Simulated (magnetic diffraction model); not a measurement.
**Er₆Ga₁₇Os₄Pt below its ordering temperature**

Space group C2/m (no. 12), a = 15.5760 Å, b = 4.1950 Å, c = 15.9850 Å, β = 102.58°.

| site | atom | x | y | z |
| --- | --- | --- | --- | --- |
| 2c | Pt | 0 | 0 | 1/2 |
| 4i | Os | 0.5940 | 1/2 | 0.0948 |
| 4i | Os | 0.6022 | 0 | 0.6021 |
| 4i | Er | 0.5874 | 0 | 0.4097 |
| 4i | Er | 0.5969 | 1/2 | 0.9054 |
| 4i | Er | 0.7478 | 0 | 0.2486 |
| 2b | Ga | 0 | 1/2 | 0 |
| 4i | Ga | 0.8893 | 1/2 | 0.2302 |
| 4i | Ga | 0.8934 | 0 | 0.7335 |
| 4i | Ga | 0.7639 | 1/2 | 0.1096 |
| 4i | Ga | 0.7694 | 0 | 0.6005 |
| 4i | Ga | 0.5407 | 0 | 0.1778 |
| 4i | Ga | 0.5468 | 1/2 | 0.6762 |
| 4i | Ga | 0.8253 | 0 | 0.4548 |
| 4i | Ga | 0.8203 | 1/2 | 0.9608 |

The compound is invented for this exercise: a known structure type with other elements, its cell scaled to their sizes and not relaxed.

Only Er is taken to order (form factors of Er3+); orders and moment sizes are assumed, and not adapted to the symmetry. Radiation: neutrons of λ = 1.8 Å, 3° to 35°; isotropic B of 0.13 Å² (Pt), 0.12 Å² (Os), 0.12 Å² (Er) and 0.2 Å² (Ga). The intensities are simulated: I ∝ L Σ (|F_N|² + |F_M⊥|²) for unpolarised neutrons, with F_M = 2.695 fm/μB × Σ f(s) S exp(2πi Q·r) exp(−B s²) at Q = H ± k (one set where k and −k are equivalent), only the part normal to Q counting and L = 1/(sin²θ cos θ). For a modulated order the moment at position r is S exp(−2πi k·r) + c.c., with S = m/2 for a sine wave of amplitude m and S = m(u + iv)/2 for moments turning in a plane, u and v being orthogonal unit vectors in it; the phase factor of the sum at Q = H + k is then exp(2πi H·r). Form factors are spin-only for 3d ions and dipole or tabulated for f ions, scattering lengths are Sears's of 1992, and absorption is left out. A label names one of the reflections at its angle. The strongest nuclear line in the range is 100, and lines under 0.2 are left out.

Above the ordering temperature:

| 2θ (°) | index | I |
| --- | --- | --- |
| 6.61 | (0 0 1) | 5.3 |
| 13.25 | (0 0 2) | 62.3 |
| 13.60 | (2 0 0) | 47.4 |
| 13.77 | (2 0 -1) | 7.2 |
| 16.82 | (2 0 -2) | 100.0 |
| 19.93 | (0 0 3) | 1.3 |
| 21.02 | (2 0 2) | 77.4 |
| 21.58 | (2 0 -3) | 0.7 |
| 25.72 | (1 1 0) | 1.8 |
| 26.20 | (1 1 -1) | 38.3 |
| 26.68 | (0 0 4) | 18.3 |
| 26.74 | (4 0 -1) | 0.2 |
| 26.96 | (1 1 1) | 10.0 |
| 27.22 | (2 0 -4) | 19.9 |
| 27.40 | (4 0 0) | 20.2 |
| 27.75 | (4 0 -2) | 29.6 |
| 28.33 | (1 1 -2) | 1.8 |
| 29.62 | (4 0 1) | 0.3 |
| 29.73 | (1 1 2) | 2.2 |
| 30.27 | (4 0 -3) | 0.4 |
| 31.79 | (1 1 -3) | 13.4 |
| 32.10 | (3 1 -1) | 12.3 |
(The table stops after 22 lines; 9 more lie at higher angle.)

Below it (cell unchanged):

```
2θ (°)      I
  5.29    0.4
  6.61    5.3
 11.92  635.2
 13.25   62.3
 13.37  253.8
 13.60   47.4
 13.77    7.2
 13.95  251.0
 14.58  420.9
 15.65    0.4
 16.03  163.1
 16.82  100.0
 17.21    0.3
 17.67  145.7
 19.93    1.3
 20.00   39.0
 20.54    1.4
 21.02   77.4
 21.58    0.7
 22.08   33.3
 22.65    1.2
 25.33   95.1
 25.72    1.8
 25.97  128.4
 26.04   35.8
 26.20   38.3
 26.50  127.6
 26.58   29.2
 26.68   18.3
 26.73    0.9
 26.74    0.2
 26.81    0.9
 26.96   10.0
 27.13   42.2
 27.22   19.9
 27.40   20.2
```
(The table stops after 36 lines; 43 more lie at higher angle.)

**Question.** Find the propagation vector, then choose among these models:
A. moments turning in the plane of [100] and [010], 5.1 μB on Er; signs + at (0.5874, 0, 0.4097), + at (0.5969, 1/2, 0.9054), − at (0.9031, 0, 0.0946), − at (0.9126, 1/2, 0.5903), + at (0.7478, 0, 0.2486), + at (0.7522, 1/2, 0.7514)
B. a sine wave with moments along [001] (amplitudes given), 5.1 μB on Er; signs + at (0.5874, 0, 0.4097), + at (0.5969, 1/2, 0.9054), − at (0.9031, 0, 0.0946), − at (0.9126, 1/2, 0.5903), + at (0.7478, 0, 0.2486), + at (0.7522, 1/2, 0.7514)
C. a sine wave with moments along [010] (amplitudes given), 5.1 μB on Er; signs + at (0.5874, 0, 0.4097), + at (0.5969, 1/2, 0.9054), − at (0.9031, 0, 0.0946), − at (0.9126, 1/2, 0.5903), + at (0.7478, 0, 0.2486), + at (0.7522, 1/2, 0.7514)
D. a sine wave with moments along [100] (amplitudes given), 5.1 μB on Er; signs + at (0.5874, 0, 0.4097), + at (0.5969, 1/2, 0.9054), − at (0.9031, 0, 0.0946), − at (0.9126, 1/2, 0.5903), + at (0.7478, 0, 0.2486), + at (0.7522, 1/2, 0.7514)

The new lines index as (0 0 4/5) at 5.29°, (0 0 9/5) at 11.92°, (2 0 -1/5) at 13.37° and (2 0 1/5) at 13.95°, that is as H ± k with k = (0 0 1/5). Satellites come in pairs about each point of the reciprocal lattice. Below the range, at 1.32°, lies the magnetic line (0 0 1/5) with 12034.

Magnetic intensity, observed (below minus above) and for each model:

| 2θ (°) | index | observed | A | B | C | D |
| --- | --- | --- | --- | --- | --- | --- |
| 11.92 | (0 0 9/5) | 635.2 | 635.2 | 15.1 | 317.6 | 317.6 |
| 13.37 | (2 0 -1/5) | 253.8 | 253.8 | 247.7 | 250.0 | 3.8 |
| 13.95 | (2 0 1/5) | 251.0 | 251.0 | 227.3 | 229.3 | 21.7 |
| 14.58 | (0 0 11/5) | 420.9 | 420.9 | 10.0 | 210.4 | 210.4 |
| 16.03 | (2 0 -9/5) | 163.1 | 163.1 | 58.6 | 124.2 | 38.9 |
| 17.67 | (2 0 -11/5) | 145.7 | 145.7 | 35.5 | 101.6 | 44.1 |
| 25.97 | (1 1 -4/5) | 128.4 | 128.4 | 120.6 | 11.1 | 117.4 |
| 26.50 | (1 1 -6/5) | 127.6 | 127.6 | 109.8 | 14.9 | 112.7 |

Model A matches.

The structure used: k = (0 0 1/5), moments turning in the plane of [100] and [010], 5.1 μB on Er; signs + at (0.5874, 0, 0.4097), + at (0.5969, 1/2, 0.9054), − at (0.9031, 0, 0.0946), − at (0.9126, 1/2, 0.5903), + at (0.7478, 0, 0.2486), + at (0.7522, 1/2, 0.7514).

[Logs are printed without paths, hosts, clocks, repeated set-up lines and the standing remarks that a program may print on its own settings, such as how far it seeks lower states.]
